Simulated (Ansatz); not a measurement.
# La on Pt(100): change of the work function, part 3 of 3

Wanted: Δφ(θ) for La/Pt(100), starting from the hollow site.

Ansatz 0.2.0; plane-wave DFT, PBE, Ansatz PAW.

So far, work function, upper face (eV): step 2 (the clean slab) 5.66; step 3 (37 atoms, coverage 0.111 ML, cell 3x3) 3.12.

**4. The covered slab, k-mesh 6×6×1, coverage 0.25 ML**

System of this step: La/Pt(100). The cell holds 17 atoms: 16 Pt and 1 La. Its edges and angles: a = 5.544 Å, b = 5.544 Å, c = 26.878 Å, α = 90.0°, β = 90.0°, γ = 90.0°. Vacuum lies along c.

Another coverage, to see how the dipoles act on each other as their distance changes.

input.yaml

```yaml
crystal:
  lattice:
    - [5.5437171646, 0.0, 0.0]
    - [0.0, 5.5437171646, 0.0]
    - [0.0, 0.0, 26.877844561]
  atoms:
    - { symbol: Pt, position: [0.25, 0.25, 0.3348482792] }
    - { symbol: Pt, position: [0.0, 0.0, 0.4077707933] }
    - { symbol: Pt, position: [0.25, 0.25, 0.4823697164] }
    - { symbol: Pt, position: [0.0, 0.0, 0.5557921078] }
    - { symbol: Pt, position: [0.25, 0.75, 0.3348482792] }
    - { symbol: Pt, position: [0.0, 0.5, 0.4077707933] }
    - { symbol: Pt, position: [0.25, 0.75, 0.4823697164] }
    - { symbol: Pt, position: [0.0, 0.5, 0.5557921078] }
    - { symbol: Pt, position: [0.75, 0.25, 0.3348482792] }
    - { symbol: Pt, position: [0.5, 0.0, 0.4077707933] }
    - { symbol: Pt, position: [0.75, 0.25, 0.4823697164] }
    - { symbol: Pt, position: [0.5, 0.0, 0.5557921078] }
    - { symbol: Pt, position: [0.75, 0.75, 0.3348482792] }
    - { symbol: Pt, position: [0.5, 0.5, 0.4077707933] }
    - { symbol: Pt, position: [0.75, 0.75, 0.4823697164] }
    - { symbol: Pt, position: [0.5, 0.5, 0.5557921078] }
    - { symbol: La, position: [0.25, 0.25, 0.6651517208] }
kpoints:
  mp_grid: { grid: [6, 6, 1] }
hamiltonian:
  xc: pbe
scf:
  occupations: { method: fermi_dirac, width: 0.1 }
  convergence: { dr2_threshold: 1.0e-08 }
efield:
  axis: 3
  dipole_correction: true
  ramp_position: 0.97
  ramp_width: 0.06
relax:
  f_tol: 0.02
  max_steps: 60
  constraints: [{ sites: [0, 1, 4, 5, 8, 9, 12, 13] }]
output:
  dos: { projected: true, e_range: [-8, 4] }
  write_potential: true
  write_density: true
  volumetric_format: npy
  elf: true
```

Command:

```
$ ansatz run input.yaml --threads 4 --pin off --max-ram 16384MiB --backend cpu --events-out ev --progress --plain --runs-dir out
```

Log:

```text
La: projections on atomic orbitals take those of the free atom [Kr 4d10] 4f0 5s2 5p6 5d1 6s2, of charge +0.00 (hamiltonian.pseudopotentials.projection_atoms); the dataset's partial waves leave at most 1.9e-5 of an orbital's norm unspanned inside its sphere
[...]
Crystal: 17 atoms, lattice volume = 826.031 Å³
Basis set: ecut = 420 eV, 16173 PW (Γ), exchange–correlation on 80×80×360 points (8 copies of the dense FFT grid, shifted against one another)
Bands: 180, of which v1, the nominal top of the filled ones, is band 150 counted from 1 (149 counted from 0)
Symmetry: 8 space group operations
[...]
k-points: 10 of 36
[...]
SCF iter   1: F=—  HF=-206613.236417 eV  |F-HF|=—  |Δ(HF+E_count)|=         —  Δρ=4.82e-2  dr2=1.12e2  ethr=1.77e-3  p=0.544 e·Å  D=1.19e-1 V/Å  ΔV_dip=-3.20 eV  dr2_dipole=2.31e1  V_vac-E_F(+/−)=2.03/5.23 eV  ⟨swp⟩=7.3  Hψ=7066  notcnv=0  defer=5
[...]
SCF iter  16: F=-206612.522427 eV  HF=-206612.522427 eV  |F-HF|=1.60e-9  |Δ(HF+E_count)|=   6.87e-9  Δρ=1.88e-7  dr2=1.16e-9  ethr=3.34e-12  p=0.504 e·Å  D=1.10e-1 V/Å  ΔV_dip=-2.97 eV  dr2_dipole=2.42e-10  V_vac-E_F(+/−)=2.69/5.66 eV  ⟨swp⟩=9.0  Hψ=11510  notcnv=0
SCF 1 converged in 16 iterations: F = -206612.522427 eV  dr2 = 1.16e-9
[...]
relax step   1: F+E_penalty+E_count = -206612.52242690 eV  Δ(F+E_penalty+E_count) = +0.000e0 eV  max|allowed force component| = 3.488e0 eV/Å  Δτ_max = 0.0000 Å  (16 SCF iters, accepted)
[...]
SCF iter  13: F=-206613.431525 eV  HF=-206613.431525 eV  |F-HF|=2.33e-9  |Δ(HF+E_count)|=   9.23e-9  Δρ=3.42e-7  dr2=3.17e-9  ethr=3.34e-12  p=0.533 e·Å  D=1.17e-1 V/Å  ΔV_dip=-3.14 eV  dr2_dipole=7.18e-11  V_vac-E_F(+/−)=2.52/5.66 eV  ⟨swp⟩=9.1  Hψ=11069  notcnv=0
SCF 2 converged in 13 iterations: F = -206613.431525 eV  dr2 = 3.17e-9
[...]
relax step   2: F+E_penalty+E_count = -206613.43152484 eV  Δ(F+E_penalty+E_count) = -9.091e-1 eV  max|allowed force component| = 3.778e0 eV/Å  Δτ_max = 0.1950 Å  (13 SCF iters, accepted)
SCF iter   1: F=—  HF=-206614.323294 eV  |F-HF|=—  |Δ(HF+E_count)|=         —  Δρ=3.45e-3  dr2=5.44e-1  ethr=2.17e-3  p=0.533 e·Å  D=1.17e-1 V/Å  ΔV_dip=-3.14 eV  dr2_dipole=3.12e-2  V_vac-E_F(+/−)=2.54/5.68 eV  ⟨swp⟩=4.7  Hψ=3614  notcnv=0  defer=20
[...]
SCF iter  12: F=-206614.290870 eV  HF=-206614.290870 eV  |F-HF|=1.93e-8  |Δ(HF+E_count)|=   3.78e-9  Δρ=4.93e-7  dr2=8.21e-9  ethr=3.34e-12  p=0.574 e·Å  D=1.26e-1 V/Å  ΔV_dip=-3.38 eV  dr2_dipole=2.00e-11  V_vac-E_F(+/−)=2.28/5.66 eV  ⟨swp⟩=12.9  Hψ=13531  notcnv=0
SCF 3 converged in 12 iterations: F = -206614.290870 eV  dr2 = 8.21e-9
[...]
relax step   3: F+E_penalty+E_count = -206614.29086971 eV  Δ(F+E_penalty+E_count) = -8.593e-1 eV  max|allowed force component| = 3.579e0 eV/Å  Δτ_max = 0.1950 Å  (12 SCF iters, accepted)
[...]
relax step   4: F+E_penalty+E_count = -206615.00036674 eV  Δ(F+E_penalty+E_count) = -7.095e-1 eV  max|allowed force component| = 2.454e0 eV/Å  Δτ_max = 0.1989 Å  (11 SCF iters, accepted)
[...]
relax step   5: F+E_penalty+E_count = -206615.34119266 eV  Δ(F+E_penalty+E_count) = -3.408e-1 eV  max|allowed force component| = 5.589e-1 eV/Å  Δτ_max = 0.1949 Å  (11 SCF iters, accepted)
[...]
relax step   6: F+E_penalty+E_count = -206615.36293594 eV  Δ(F+E_penalty+E_count) = -2.174e-2 eV  max|allowed force component| = 3.203e-1 eV/Å  Δτ_max = 0.1532 Å  (12 SCF iters, accepted)
[...]
relax step   7: F+E_penalty+E_count = -206615.38988648 eV  Δ(F+E_penalty+E_count) = -2.695e-2 eV  max|allowed force component| = 7.983e-2 eV/Å  Δτ_max = 0.0424 Å  (11 SCF iters, accepted)
SCF iter   1: F=—  HF=-206615.392600 eV  |F-HF|=—  |Δ(HF+E_count)|=         —  Δρ=4.15e-4  dr2=1.04e-3  ethr=8.95e-6  p=0.633 e·Å  D=1.39e-1 V/Å  ΔV_dip=-3.73 eV  dr2_dipole=4.86e-5  V_vac-E_F(+/−)=1.94/5.66 eV  ⟨swp⟩=2.2  Hψ=3251  notcnv=0  defer=16
[...]
SCF iter   9: F=-206615.391758 eV  HF=-206615.391758 eV  |F-HF|=1.15e-8  |Δ(HF+E_count)|=   3.20e-8  Δρ=5.53e-7  dr2=4.65e-9  ethr=3.34e-12  p=0.634 e·Å  D=1.39e-1 V/Å  ΔV_dip=-3.73 eV  dr2_dipole=6.28e-11  V_vac-E_F(+/−)=1.93/5.66 eV  ⟨swp⟩=12.9  Hψ=13035  notcnv=0
SCF 8 converged in 9 iterations: F = -206615.391758 eV  dr2 = 4.65e-9
relax step   8: F+E_penalty+E_count = -206615.39175831 eV  Δ(F+E_penalty+E_count) = -1.872e-3 eV  max|allowed force component| = 6.554e-3 eV/Å  Δτ_max = 0.0074 Å  (9 SCF iters, accepted)
[...]
WARN: The input density's exchange-correlation potential varies sharply where the density is thin. Do not read a vacuum level from v_tot or v_xc, or from such a field of the output density. On a cell that repeats whose density bears no net charge and no dipole along the vacuum's axis use v_es (v_loc + v_h of the components); under efield.dipole_correction with no amplitude use v_es + v_field, which holds any external [...]
SCF converged after 9 iterations
Free energy (F): -206615.391758 eV
[...]
Internal energy: -206614.577832 eV  (E = F + TS)
E sigma→0 (E₀):  -206614.984795 eV
Entropy (-TS):   -0.813927 eV (-47.878 meV/atom)
Fermi energy:    4.796012 eV
Dipole field:    D = 0.138828 V/Å  (p = 0.633740 e·Å, saw-weighted, corrected)
Work function:   Φ+ = 1.9330 eV   Φ− = 5.6644 eV
[...]
--- Forces (eV/Å), atoms counted from 1 ---
  atom   1  Pt    -0.00000000     0.00000000    -0.04284375
  atom   2  Pt     0.09567583     0.09567583     0.08030467
  atom   3  Pt     0.00000000     0.00000000     0.00655396
  atom   4  Pt    -0.00284286    -0.00284286     0.00137464
  atom   5  Pt     0.00000000     0.00000000    -0.08899049
  atom   6  Pt     0.09567583    -0.09567583     0.08030467
  atom   7  Pt    -0.00000000     0.00000000    -0.00156374
  atom   8  Pt    -0.00284286     0.00284286     0.00137464
  atom   9  Pt     0.00000000     0.00000000    -0.08899049
  atom  10  Pt    -0.09567583     0.09567583     0.08030467
  atom  11  Pt    -0.00000000     0.00000000    -0.00156374
  atom  12  Pt     0.00284286    -0.00284286     0.00137464
  atom  13  Pt    -0.00000000     0.00000000    -0.10796068
  atom  14  Pt    -0.09567583    -0.09567583     0.08030467
  atom  15  Pt    -0.00000000     0.00000000    -0.00492554
  atom  16  Pt     0.00284286     0.00284286     0.00137464
  atom  17  La     0.00000000     0.00000000     0.00355704
  max |Σ_I F_I| component: 1.02e-5 eV/Å
--- Band table (eV; the first three rows and the last of 10) ---
  k-point 0: bands = [... 146 lower, 4.9457, 4.9457, 5.3479, 5.3697, 5.4410, 5.4987, 5.6699, 5.6699, ... 26 higher]
  k-point 1: bands = [... 146 lower, 4.7884, 4.9007, 4.9662, 5.0265, 5.0282, 5.2180, 5.3273, 5.4864, ... 26 higher]
  k-point 2: bands = [... 146 lower, 4.6662, 4.6937, 4.7878, 4.8116, 4.8817, 5.0433, 5.0610, 5.1550, ... 26 higher]
  k-point 9: bands = [... 146 lower, 3.8703, 3.8703, 4.5228, 4.7143, 4.7143, 4.7925, 4.8200, 4.8347, ... 26 higher]
--- Relaxed structure (8 steps of the walk, 8 accepted, 0 SCFs on fresh bases) ---
  F+E_penalty+E_count = -206615.39175831 eV   max|allowed force component| = 6.554e-3 eV/Å
  atoms:
    - { symbol: Pt, position: [0.25, 0.25, 0.3348482792] }
    - { symbol: Pt, position: [0.0, 0.0, 0.407771] }
    - { symbol: Pt, position: [0.25, 0.25, 0.484209] }
    - { symbol: Pt, position: [-0.00528878, -0.00528878, 0.559793] }
    - { symbol: Pt, position: [0.25, 0.75, 0.3348482792] }
    - { symbol: Pt, position: [0.0, 0.5, 0.407771] }
    - { symbol: Pt, position: [0.25, 0.75, 0.483097] }
    - { symbol: Pt, position: [-0.00528878, 0.505289, 0.559793] }
    - { symbol: Pt, position: [0.75, 0.25, 0.3348482792] }
    - { symbol: Pt, position: [0.5, 0.0, 0.407771] }
    - { symbol: Pt, position: [0.75, 0.25, 0.483097] }
    - { symbol: Pt, position: [0.505289, -0.00528878, 0.559793] }
    - { symbol: Pt, position: [0.75, 0.75, 0.3348482792] }
    - { symbol: Pt, position: [0.5, 0.5, 0.407771] }
    - { symbol: Pt, position: [0.75, 0.75, 0.481282] }
    - { symbol: Pt, position: [0.505289, 0.505289, 0.559793] }
    - { symbol: La, position: [0.25, 0.25, 0.631914] }
```

Elapsed: 7.7 min, on 4 threads of Arm Neoverse V1, shared host; peak memory 3.7 GiB; 30 min of CPU time.

Relaxation path:

| step | energy less that of the first step (eV) | largest force component (eV/Å) |
| --- | --- | --- |
| 1 | 0.0000 | 3.4884 |
| 2 | -0.9091 | 3.7781 |
| 3 | -1.7684 | 3.5794 |
| 4 | -2.4779 | 2.4537 |
| 5 | -2.8188 | 0.5589 |
| 6 | -2.8405 | 0.3203 |
| 7 | -2.8675 | 0.0798 |
| 8 | -2.8693 | 0.0066 |

Forces are held to the 8 operations that the program found; a distortion that breaks them can't arise in this run.

The atoms that moved most (Å):

| atom | dx | dy | dz | length |
| --- | --- | --- | --- | --- |
| La17 | 0.000 | 0.000 | -0.893 | 0.893 |
| Pt4 | -0.029 | -0.029 | 0.108 | 0.115 |
| Pt12 | 0.029 | -0.029 | 0.108 | 0.115 |
| Pt8 | -0.029 | 0.029 | 0.108 | 0.115 |
| Pt16 | 0.029 | 0.029 | 0.108 | 0.115 |
| Pt3 | 0.000 | 0.000 | 0.049 | 0.049 |
| Pt15 | 0.000 | 0.000 | -0.029 | 0.029 |
| Pt11 | 0.000 | 0.000 | 0.020 | 0.020 |

The relaxed structure:

```
Pt La
1.0
     5.54372    0.00000    0.00000
     0.00000    5.54372    0.00000
     0.00000    0.00000   26.87784
Pt La
16 1
Direct
  0.25000 0.25000 0.33485
  0.00000 0.00000 0.40777
  0.25000 0.25000 0.48421
  0.99471 0.99471 0.55979
  0.25000 0.75000 0.33485
  0.00000 0.50000 0.40777
  0.25000 0.75000 0.48310
  0.99471 0.50529 0.55979
  0.75000 0.25000 0.33485
  0.50000 0.00000 0.40777
  0.75000 0.25000 0.48310
  0.50529 0.99471 0.55979
  0.75000 0.75000 0.33485
  0.50000 0.50000 0.40777
  0.75000 0.75000 0.48128
  0.50529 0.50529 0.55979
  0.25000 0.25000 0.63191
```

Read from the output:

* energy at zero smearing: -206614.9848 eV
* work function, upper face: 1.933 eV
* work function, lower face: 5.664 eV
* dipole along the normal: 0.6337 e·Å
* step between the vacuum levels: -3.731 eV

Running mean over 1.96 Å of the planar mean; the ramp of the sawtooth is left out. Table of electron's electrostatic potential energy less the Fermi level by z:

| z (Å) | electron's electrostatic potential energy less the Fermi level (eV) |
| --- | --- |
| 3.5 | 5.66 |
| 4.0 | 5.66 |
| 4.5 | 5.66 |
| 5.0 | 5.66 |
| 5.5 | 5.65 |
| 6.0 | 5.62 |
| 6.5 | 5.49 |
| 7.0 | 4.97 |
| 7.5 | 2.59 |
| 8.0 | -3.03 |
| 8.5 | -8.79 |
| 9.0 | -11.3 |
| 9.5 | -11.8 |
| 10.0 | -12.0 |
| 10.5 | -12.1 |
| 11.0 | -12.1 |
| 11.5 | -11.7 |
| 12.0 | -11.4 |
| 12.5 | -11.7 |
| 13.0 | -11.9 |
| 13.5 | -11.3 |
| 14.0 | -10.8 |
| 14.5 | -11.1 |
| 15.0 | -11.6 |
| 15.5 | -10.5 |
| 16.0 | -6.70 |
| 16.5 | -2.89 |
| 17.0 | -1.63 |
| 17.5 | -1.21 |
| 18.0 | -0.296 |
| 18.5 | 0.806 |
| 19.0 | 1.50 |
| 19.5 | 1.75 |
| 20.0 | 1.85 |
| 20.5 | 1.89 |
| 21.0 | 1.91 |
| 21.5 | 1.92 |
| 22.0 | 1.93 |
| 22.5 | 1.93 |
| 23.0 | 1.93 |
| 23.5 | 1.93 |

The density of states has structure finer than the step of the table below, so its rows give means over 0.25 eV. Peaks (eV: height): -4.570: 49.2, -3.310: 40.9, -3.190: 58.4, -3.100: 52.1, -3.010: 53.8, -2.830: 51.2, -2.080: 41.2.

Table of density of states by energy, zero at the Fermi level; means over each step:

energy (eV), density of states (states/eV a cell) and a bar:
```
    -7.75        1.2 
    -7.50        2.3 #
    -7.25        3.4 ##
    -7.00        3.5 ##
    -6.75        5.5 ###
    -6.50       10.7 #######
    -6.25        9.5 ######
    -6.00       17.6 #############
    -5.75       21.6 ################
    -5.50       24.1 ##################
    -5.25       20.5 ###############
    -5.00       16.6 ############
    -4.75       16.7 ############
    -4.50       22.4 ################
    -4.25       21.4 ################
    -4.00       27.4 ####################
    -3.75       21.9 ################
    -3.50       24.0 ##################
    -3.25       39.9 ##############################
    -3.00       35.6 ###########################
    -2.75       19.4 ##############
    -2.50       23.5 #################
    -2.25       32.3 ########################
    -2.00       30.9 #######################
    -1.75       22.5 #################
    -1.50       27.7 #####################
    -1.25       30.1 ######################
    -1.00       27.8 #####################
    -0.75       29.8 ######################
    -0.50       24.7 ##################
    -0.25       23.8 ##################
     0.00       27.6 ####################
     0.25       15.6 ###########
     0.50        9.6 #######
     0.75        9.2 ######
     1.00        8.2 #####
     1.25        6.2 ####
     1.50        9.0 ######
     1.75       13.2 #########
```

Projected DOS per atom over height of the atomic layer and energy from the Fermi level. Layers: Pt4 Pt4 Pt4 Pt4 La from below.

Ten even steps from '0' (0.0 states/eV) to '9' (8.5 states/eV), each cell a mean:
```
00009
00002
00001
00000
22110
21110
21110
21221
21121
21120
11120
22220
11110
11120
11110
11110
12110
01100
01000
00000
00000
00000
```
Columns: height of the atomic layer (Å) from 9 to 17.0; rows upwards: energy from the Fermi level (eV) from -7.96 to 1.95.

Electrostatic potential energy in the ca plane at fractional y = 0.250, with atoms of Pt and La within 0.2 Å of it. With pseudopotentials it is smooth inside the atoms' cores, unlike the true potential.

Ten even steps from '0' (-68 eV) to '9' (9 eV), each cell a mean:
```
99889999999998899999999999999999999999999999
96446899999964468999999999999999999999999999
73002799999730026999999999999999999999999999
72001699999720005999999999999999999999999999
73002799999730027999999999999999999999999999
97446899999974468999999999999999999999999999
99889999999998899999999999999999999999999999
99999999999999999999999988899999999999999999
98768999999987679999998765689999999999999999
85113799999852137999997433468999999999999999
72001699999720005999986356358999999999999999
72001699999720015999986356358999999999999999
85214799999852137999997533468999999999999999
98768999999987689999998766689999999999999999
99999999999999999999999988899999999999999999
```
Columns run along c (16.0 Å, from fractional 0.30 to 0.89 of the cell; values clipped at the 3rd and 97th percentile), rows up along a (5.5 Å). Atoms in or near the plane, at fractional coordinates: Pt at (0.33, 0.25), Pt at (0.48, 0.25), Pt at (0.33, 0.75), Pt at (0.48, 0.75), La at (0.63, 0.25).

ELF in the ca plane at fractional y = 0.250, with atoms of Pt and La within 0.2 Å of it. It is the smooth field of the valence electrons, not physical close to the nuclei.

Ten even steps from '0' (0.00) to '9' (0.81), each cell a mean:
```
33332223332223332223333200000000000000000000
34554322222345643222222210000000000000000000
46787432122367874222111110000000000000000000
57887531112478885321111110000000000000000000
46787432122367874222221110000000000000000000
34554322222345543222222210000000000000000000
33332223332223332223333210000000000000000000
33332223333233332223332224431101100000000000
33443222222234432223333589984211111000000000
45776422222357764222225887996311111000000000
57887532112478875321116831697311111100000000
57887532112478875321116831697311111100000000
35776422222356763222225888996311111000000000
33443222222234432223333589984211111000000000
33332223333233332223332224431101100000000000
```
Columns run along c (16.0 Å, from fractional 0.30 to 0.89 of the cell), rows up along a (5.5 Å). Atoms in or near the plane, at fractional coordinates: Pt at (0.33, 0.25), Pt at (0.48, 0.25), Pt at (0.33, 0.75), Pt at (0.48, 0.75), La at (0.63, 0.25).

Valence density in the ca plane at fractional y = 0.250, with atoms of Pt and La within 0.2 Å of it. It is the smooth field of the valence electrons, not physical close to the nuclei.

Ten steps, logarithmic in the rise over the least value, from '0' (0 e/Å³) to '9' (11 e/Å³), each cell a mean:
```
23343222222233432222221110000000000000000000
35776322222357753222211100000000000000000000
47998532122479985321111000000000000000000000
58999632112589996321110000000000000000000000
47998532122479985321111000000000000000000000
35675322222356753222211100000000000000000000
23333222322233432222221110000000000000000000
12332222322223322222322222210000000000000000
24554322222245543222223344431000000000000000
36887422222368874222223555542100000000000000
58998632112489996321124555553100000000000000
58998632112489986321124555553100000000000000
36887422222368874222223555542100000000000000
24554322222235543222223344431000000000000000
12332222322223322222322222210000000000000000
```
Columns run along c (16.0 Å, from fractional 0.30 to 0.89 of the cell), rows up along a (5.5 Å). Atoms in or near the plane, at fractional coordinates: Pt at (0.33, 0.25), Pt at (0.48, 0.25), Pt at (0.33, 0.75), Pt at (0.48, 0.75), La at (0.63, 0.25).

The relaxation took 8 steps and lowered the energy by 2.9 eV; the largest force on the free atoms ends at 0.0066 eV/Å.

By hand: a sheet of dipoles makes a step −p/(ε₀A) in the electron's potential. With e/ε₀ = 180.95 V·Å, p = 0.6337 e·Å and A = 30.73 Å², that is −180.95 × (0.6337) / 30.73 = -3.731 eV, and the two vacuum levels of the run differ by -3.731 eV.

The covered face has 1.93 eV, -3.72 eV against the clean one; the bare back face has moved by +0.01 eV, a measure of how thin the slab is.

**5. Work function against coverage**

This step: plane-wave DFT, PBE, Ansatz PAW; work function against coverage (Ansatz 0.2.0).

The runs are now put side by side.

This step gave:

| Property | Result |
| --- | --- |
| work function of the clean face | 5.655 eV |
| largest change of the work function | -3.722 eV |

The work function of the covered face by coverage:

| coverage (adsorbates/nm²) | work function of the covered face (eV) |
| --- | --- |
| 0.00 | 5.66 |
| 1.45 | 3.12 |
| 3.25 | 1.93 |

The dipole per adsorbate comes from the change of the cell's dipole. Coverage, by row:

| coverage (1/nm²) | coverage (ML) | work function (eV) | change (eV) | dipole per adsorbate, positive end outwards (debye) | mean height of the added atoms over the highest substrate atom (Å) |
| --- | --- | --- | --- | --- | --- |
| 1.446 | 0.1111 | 3.116 | -2.539 | 4.694 | 1.948 |
| 3.254 | 0.25 | 1.933 | -3.722 | 3.047 | 1.938 |

**6. Results**

| Item | Value |
| --- | --- |
| work function of the clean face | 5.66 eV |
| work function at 0.11 ML | 3.12 eV |
| work function at 0.25 ML | 1.93 eV |
| dipole per adsorbate at 0.11 ML, positive end outwards | 4.69 D |

La lowers the work function of Pt(100) at the lowest coverage, by 2.54 eV: the adsorbate layer has its positive end outwards. The slab has 4 layers, at the tabulated experimental lattice constant, one starting site was run, and quantum-size effects of a slab this thin can reach one or two tenths of an eV. The main runs have no spin polarisation; a magnetic state could lie lower and would change these results.

[Long decimals in the printed logs are rounded to 6 places.]

[Logs are printed without paths, hosts, clocks, repeated set-up lines and the standing remarks that a program may print on its own settings, such as how far it seeks lower states.]

[Hosts, paths, dates, database ids (printed as entryN), source tags and the programs' standing remarks are cut or masked in the printed files.]

[Maps of the electrostatic potential energy from Ansatz leave out the sawtooth potential of an applied field or a dipole correction, so their vacuum need not be flat; planar profiles and work functions include it.]
